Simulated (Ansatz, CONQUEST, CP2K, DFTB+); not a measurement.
**H-capped Ge nanowire along [112] (40 atoms) in other programs, against a plane-wave reference**

Aim: run H-capped Ge nanowire along [112] (40 atoms) in several programs and set results and cost side by side. A plane-wave run serves as the reference.

Main program and level: Ansatz 0.2.0; Kohn-Sham DFT, PBE, PAW, plane waves.

## 1. The structure

The cell holds 40 atoms: 16 Ge and 24 H. Cell: a = 16.499 Å, b = 19.143 Å, c = 13.859 Å, α = 90.0°, β = 90.0°, γ = 90.0°. It derives from Ge (diamond-structure). Diamond section of size parameter 3.53 Å cut from diamond-structure Ge (a = 5.658 Å) along [112], 2 periods, broken bonds capped with H, 12 Å of vacuum Then every atom was moved at random, 0.05 Å r.m.s. a Cartesian component (hydrogen 0.6 of that). Regions: wire, 16 atoms (16 Ge); hydrogen, 24 atoms (24 H). Vacuum lies along a and b. The structure's axis is c.

## 2. Plane-wave reference

The PAW files are the set soft_2.

input.yaml

```yaml
crystal:
  lattice:
    - [16.49888, 0.0, 0.0]
    - [0.0, 19.14331, 0.0]
    - [0.0, 0.0, 13.85921]
  atoms:
    - { symbol: Ge, position: [0.43856, 0.39162, 0.00254] }
    - { symbol: Ge, position: [0.43462, 0.43313, 0.16315] }
    - { symbol: Ge, position: [0.43623, 0.5673, 0.16952] }
    - { symbol: Ge, position: [0.43831, 0.60415, 0.33158] }
    [... 30 atom lines left out ...]
    - { symbol: H, position: [0.63943, 0.42067, 0.70226] }
    - { symbol: H, position: [0.56186, 0.31572, 0.74972] }
    - { symbol: H, position: [0.63604, 0.41048, 0.96625] }
    - { symbol: H, position: [0.6378, 0.59306, 0.86567] }
    - { symbol: H, position: [0.56064, 0.68527, 0.57729] }
    - { symbol: H, position: [0.63697, 0.58102, 0.63777] }
kpoints:
  mp_grid: { grid: [1, 1, 1] }
hamiltonian:
  xc: pbe
scf:
  occupations: { method: fermi_dirac, width: 0.05 }
output:
  forces: true
  eigenvalues: true
  populations: true
```

Command:

```sh
ansatz run input.yaml --threads 4 --pin off --max-ram 8192MiB --backend cpu --events-out ev --progress --plain --runs-dir out
```

Output:

```text
[...]
Pseudopotentials: kind: paw
Pseudopotential: Ge, paw, valence charge 14, recommended cutoff 420 eV (normal), Ge.paw.azcp
Pseudopotential: H, paw, valence charge 1, recommended cutoff 420 eV (normal), H.paw.azcp
[...]
Crystal: 40 atoms, lattice volume = 4377.337 Å³
Basis set: ecut = 420 eV, 85535 PW (Γ), exchange–correlation on 240×256×192 points (8 copies of the dense FFT grid, shifted against one another)
Bands: 164, of which v1, the nominal top of the filled ones, is band 124 counted from 1 (123 counted from 0)
Symmetry: 1 space group operations
Space group: P1 (ITA 1), of the structure as read, at distance tolerance 1.6e-4 Å
k-points: 1
[...]
Initial density: superposition of atomic densities (neutral atoms: chi_scale 0, normalization atom), corrected by the library's trained network
Initial wavefunctions: pseudopotential atomic-orbital guess
[...]
SCF iter   1: F=—  HF=-69094.458328 eV  |F-HF|=—  |Δ(HF+E_count)|=         —  Δρ=7.13e-4  dr2=3.36e-2  ethr=1.77e-3  ⟨swp⟩=8.0  Hψ=770  notcnv=0  defer=11
preconditioner: auto → Resta (q_TF=auto, 1.691 Å⁻¹)  ε∞=1.3  [insulator: Δε(μ)=3.763 eV  Ē_g=9.287 eV  σ=0.050 eV  W_gap=1.00  n_scr=352 (ndim 8)  ℏωp=5.3 eV  f_vac=0.822  D(μ)=0.00/eV (n_scr^D=0)  ε∞_Penn≈1.3  vacuum switching on, ρ_ref=6.3e-3 e/Å³]
[...]
SCF iter   7: F=—  HF=-69094.476028 eV  |F-HF|=—  |Δ(HF+E_count)|=   6.33e-6  Δρ=1.77e-6  dr2=2.74e-7  ethr=4.98e-10  ⟨swp⟩=2.0  Hψ=254  notcnv=0  defer=34
SCF iter   8: F=-69094.476030 eV  HF=-69094.476029 eV  |F-HF|=3.75e-7  |Δ(HF+E_count)|=   1.66e-6  Δρ=6.25e-7  dr2=1.90e-8  ethr=4.03e-11  ⟨swp⟩=16.0  Hψ=1011  notcnv=0
SCF 1 converged in 8 iterations: F = -69094.476030 eV  dr2 = 1.90e-8
[...]
SCF converged after 8 iterations
Free energy (F): -69094.476030 eV
Harris-Foulkes:  -69094.476029 eV  (|F-HF|=3.75e-7)
Internal energy: -69094.476030 eV  (E = F + TS)
E sigma→0 (E₀):  -69094.476030 eV
Fermi energy:    -2.695928 eV
--- Per-component energies (eV) ---
[...]
Σ components = -69094.476030   (vs F -69094.476030, Δ=0.00e0)
--- Forces (eV/Å), atoms counted from 1 ---
  atom   1  Ge     0.19068379     1.10570741    -1.03885133
  atom   2  Ge     0.94302792     1.16546821     0.64972444
  atom   3  Ge     2.65600134    -1.79379758     0.21839867
  atom   4  Ge     0.47480969     0.80704968     0.52755488
[...]
atom  40  H      0.02305209     0.10599579     0.00054764
  max |Σ_I F_I| component: 2.20e-5 eV/Å
--- Band table (eV) ---
  k-point 0: bands = ["-27.7587", "-27.7278", "-27.7040", "-27.6999", [... 148 levels ...], "1.3719", "1.4895", "1.5200", "1.5508", "1.5546", "1.5879", "1.6436", "1.7165", "1.7420", "1.7826", "1.7903", "1.8308"]
--- Löwdin populations: 40 sites ---
  site symbol       q [e]
     0     Ge     13.8329
     1     Ge     13.9214
     2     Ge     13.9136
[...]
39      H      1.0327
  spilling = 0.005153 (of n_electrons = 248.000000)
```

It took 11 s on 4 threads of Intel Xeon 6975P-C (Granite Rapids), shared host; peak memory 2.9 GiB; 39 s of CPU time.

In the SCF lines HF is the Harris–Foulkes energy and dr2 the Hartree energy of the density residual, in eV; the loop may stop once dr2 is under the threshold and the program's other checks hold. Hψ counts applications of the Hamiltonian.

The run gave:

```
free energy                                      : -69094.4760 eV
free energy per atom                             : -1727.3619 eV/atom
SCF cycles                                       : 8
r.m.s. force component                           : 0.8855 eV/Å
longest force                                    : 3.978 eV/Å
Fermi energy                                     : -2.696 eV
gap (highest filled to lowest empty level) : 3.755 eV
spilling of the projection                       : 0.005153
```

Length of the force by element and coordination:

```tsv
element	coordination	atoms	mean length of the force (eV/Å)	spread	least	most
Ge	all	16	1.72	0.807	0.976	3.98
H	all	24	0.959	0.778	0.108	3.59
```

Löwdin charges by element and coordination (they lack the spilled electrons, 0.032 e an atom on average):

```tsv
element	coordination	atoms	mean charge (e)	spread	least	most
Ge	all	16	0.125	0.0448	0.0666	0.178
H	all	24	-0.0299	0.0065	-0.0415	-0.0198
```

By region:

```tsv
region	atoms	mean length of the force (eV/Å)
wire	16	1.72
hydrogen	24	0.959
```

The levels nearest the highest filled one (over half full), pooled over k-points and spins:

```tsv
level less the highest filled one (eV)	occupation
-0.805	2
-0.710	2
-0.640	2
-0.596	2
-0.439	2
0	2
3.75	0
3.84	0
4.03	0
4.08	0
4.15	0
4.22	0
```

## 3. Structure statistics

Normalised to the volume that the atoms fill. Pair distribution functions g(r), in bins of 0.2 Å:

```tsv
r (Å)	total	H-H	H-Ge	Ge-Ge
1.30	0.22	0.00	0.46	0.00
1.50	3.83	0.00	7.97	0.00
1.70	0.32	0.00	0.66	0.00
1.90	0.00	0.00	0.00	0.00
2.10	0.00	0.00	0.00	0.00
2.30	0.37	0.00	0.00	2.32
2.50	1.48	1.31	0.00	6.34
2.70	0.06	0.17	0.00	0.00
2.90	0.00	0.00	0.00	0.00
3.10	0.42	0.94	0.17	0.00
3.30	2.25	0.44	4.35	0.00
3.50	0.00	0.00	0.00	0.00
3.70	0.72	2.00	0.00	0.00
3.90	0.60	0.84	0.06	1.67
4.10	1.50	0.64	1.48	3.51
4.30	1.14	0.00	2.36	0.00
4.50	0.31	0.87	0.00	0.00
4.70	0.57	0.42	0.00	2.60
4.90	0.17	0.05	0.25	0.22
5.10	0.24	0.00	0.50	0.00
5.30	0.70	0.08	1.40	0.00
5.50	0.26	0.53	0.15	0.00
5.70	0.62	1.44	0.00	0.65
5.90	0.09	0.13	0.10	0.00
6.10	0.40	0.16	0.47	0.76
6.30	0.22	0.20	0.28	0.07
6.50	0.30	0.36	0.35	0.00
6.70	0.25	0.26	0.33	0.00
```

Bonds by pair of elements; cutoffs follow the first minimum of g(r), held within bounds set by covalent radii, and pairs that aren't listed don't count as bonded:

```tsv
pair A-B	cutoff (Å)	bonds	mean length (Å)	spread (Å)	shortest (Å)	B about A	A about B
H-Ge	1.89	24	1.52	0.06	1.38	1	1.5
Ge-Ge	2.93	20	2.46	0.062	2.35	2.5	2.5
```

How many atoms have how many bonded neighbours:

```tsv
element	mean	1	4
Ge	4	0	16
H	1	24	0
```

## 4. The other programs

The programs:
- CONQUEST 1.3: pseudo-atomic orbitals (double zeta with polarisation, or contracted to multi-site or on-site support functions) with norm-conserving potentials on an integration grid.
- CP2K 2026.2: Gaussian basis with GTH pseudopotentials and a plane-wave density; labels give functional, basis (MOLOPT sets; SR short-range, UZH the newer set with its own potentials), grid cutoff/relative cutoff and solver (OT: orbital transformation; TRS4, TC2, SIGN: linear-scaling purification with its sparsity filter), or its built-in tight binding.
- DFTB+ 25.1: tight binding, with Slater–Koster sets (DFTB) or xTB through its tblite library.

All use the same cell and atoms; the electronic-structure runs use the same k-mesh, and an electronic temperature of 580 K (0.05 eV) where levels are smeared.

Differences are against the plane-wave reference, forces as r.m.s. over components; share is that over the reference's r.m.s. force, slope the least-squares factor from reference forces to these. Total energies of different programs have different zeros and aren't compared.

```tsv
run	Δ force, r.m.s. (meV/Å)	share (%)	slope	Δ gap (eV)	cores	CPU time	memory (GiB)
reference	-	-	-	-	4	39 s	2.9
CONQUEST LDA, grid 80 Ha	170	19.2	1.094	0.0838	1	51 s	2.2
CONQUEST PBE, grid 80 Ha	111	12.6	1.083	0.186	1	85 s	2.3
CONQUEST PBE, grid 80 Ha, multi-site 10 bohr	115	13.0	1.085	0.204	1	98 s	2.3
CONQUEST PBE, grid 80 Ha, multi-site 6.5 bohr (coarse)	113	12.8	1.081	0.403	1	90 s	2.3
CONQUEST PBE, grid 80 Ha, on-site functions (coarse)	110	12.4	1.060	2.12	1	88 s	2.3
CP2K PBE, DZVP-UZH, 450/50 Ry, diagonalisation	36.6	4.13	0.967	0.101	2	5.6 min	6.5
DFTB+ GFN1-xTB	323	36.5	0.770	-0.986	1	0.9 s	0.22
DFTB+ GFN2-xTB	254	28.7	0.821	0.0521	1	0.59 s	0.22
```

Rows marked coarse use a setting chosen to be so.

CPU time is summed over cores on a shared host, where runs went side by side, so it is rough. Symmetry, cutoffs, thresholds, outputs and thread counts weren't matched or tuned between programs; memory under MPI is the largest rank's times the ranks.

Runs without a result: CP2K PBE0 with truncated exchange and ADMM, PBE0 potentials, DZVP-UZH, 450/50 Ry, OT DIIS (cut off at its time limit of 18 min); CP2K PBE, SZV-MOLOPT-SR, 450/50 Ry, diagonalisation (cut off at its time limit of 5 min).

Mean charges by element (e), by run and scheme:

```tsv
run	scheme	Ge	H
reference	Löwdin	+0.12	-0.03
CP2K PBE, DZVP-UZH, 450/50 Ry, diagonalisation	Mulliken	+0.09	-0.06
CP2K PBE, DZVP-UZH, 450/50 Ry, diagonalisation	Hirshfeld	+0.09	-0.06
DFTB+ GFN1-xTB	Mulliken	0.00	0.00
DFTB+ GFN2-xTB	Mulliken	+0.07	-0.04
```

The reference's Löwdin charges lack the electrons that the projection spills, 0.032 e an atom on average.

A second geometry, displaced anew (diamond section of size parameter 3.53 Å cut from diamond-structure Ge (a = 5.658 Å) along [112], 2 periods, broken bonds capped with H, 12 Å of vacuum Then every atom was moved at random, 0.06 Å r.m.s. a Cartesian component (hydrogen 0.6 of that)), gives an energy difference that all programs can be tested on. The reference puts it at 18.53 meV/atom.

```tsv
run	energy less the first geometry's (meV/atom)	error (meV/atom)	force share at the second geometry (%)
CP2K PBE, DZVP-UZH, 450/50 Ry, diagonalisation	19.30	0.776	3.34
DFTB+ GFN1-xTB	21.07	2.55	28.1
DFTB+ GFN2-xTB	20.64	2.12	22.3
CONQUEST PBE, grid 80 Ha	16.68	-1.85	9.88
CONQUEST PBE, grid 80 Ha, multi-site 10 bohr	16.68	-1.85	10.2
CONQUEST PBE, grid 80 Ha, multi-site 6.5 bohr	20.46	1.93	11.0
CONQUEST LDA, grid 80 Ha	12.55	-5.98	16.2
CONQUEST PBE, grid 80 Ha, on-site functions	22.37	3.84	10.5
```

## 5. Results

```
reference r.m.s. force component                       : 0.885 eV/Å
nearest in forces                                      : CP2K PBE, DZVP-UZH, 450/50 Ry, diagonalisation, 4.1 %
farthest in forces                                     : DFTB+ GFN1-xTB, 36 %
cheapest electronic-structure run beside the reference : DFTB+ GFN2-xTB, 0.59 s of CPU time
```

What this shows: The PBE runs in local orbitals, coarse settings apart, differ by 4.1 % (CP2K PBE, DZVP-UZH, 450/50 Ry, diagonalisation) to 13 % (CONQUEST PBE, grid 80 Ha, multi-site 10 bohr); basis, grid and potentials can all enter. Tight binding differs by 29 % (DFTB+ GFN2-xTB) to 36 % (DFTB+ GFN1-xTB); it is another model, with fitted parameters of its own, and the xTB methods hold dispersion. Rows with another functional or a dispersion term differ by 19 % (CONQUEST LDA, grid 80 Ha), which mixes the change of model with differences of basis and potentials. Runs with settings chosen to be coarse differ by 12 % (CONQUEST PBE, grid 80 Ha, on-site functions) to 13 % (CONQUEST PBE, grid 80 Ha, multi-site 6.5 bohr), their programs' other errors included. CONQUEST PBE, grid 80 Ha, on-site functions lies nearer than the full basis that it is contracted from, which is a cancellation of errors. Of the electronic-structure runs that take under half the reference's CPU time, DFTB+ GFN2-xTB comes nearest, at 29 % in 0.59 s against 39 s. At the same functional, gaps differ from the reference's 3.75 eV by between +0.10 and +2.12 eV. A likely cause of the wide gaps: compact atomic orbitals describe empty levels worse than filled ones. These are spacings on the run's k-points, which needn't hold the band edges. Charges hang on model, scheme and program or settings: among these rows the mean for Ge runs from +0.00 to +0.12 e. The energy difference between the two geometries, 18.5 meV/atom in the reference, is met best by CP2K PBE, DZVP-UZH, 450/50 Ry, diagonalisation (+0.776) and worst by CONQUEST LDA, grid 80 Ha (-5.98). In the reference: filled and empty levels are parted by 3.75 eV at Γ alone; the mesh holds the band edges only if they fold onto it, so the gap at this level can be narrower or closed, and states at the surface or the caps may set it. In the reference: mean Löwdin charges: Ge +0.12, H -0.03 e (they miss 0.52 % of the electrons, so they add up to more than the cell's charge). Periodic xTB results under one method name differ between programs and library versions (DFTB+ here holds tblite 0.3). The potentials hold different valence shells: 248 electrons in the reference, 88 in CP2K with DZVP-UZH; this bears on time and differences. The electronic-structure runs sample only Γ, in a cell whose periodic width is 14 Å.

[Long decimals in the printed logs are rounded to 6 places.]

[Also dropped from logs without a mark: lines with file paths, logging warnings of Python, QE's lines on negative density and diagonalisation, SIESTA's first energy breakdown, zero terms and Voronoi charges.]

[Logs are printed without paths, hosts, clocks, repeated set-up lines and the standing remarks that a program may print on its own settings, such as how far it seeks lower states.]

[Hosts, paths, dates, database ids (printed as entryN), source tags and the programs' standing remarks are cut or masked in the printed files.]

[Not all failed runs are listed: runs killed by the host, ended in a Python traceback or in CONQUEST's support-function errors, and SIESTA runs with faulty potentials for Cu, Fe, Ni or Zn are left out.]
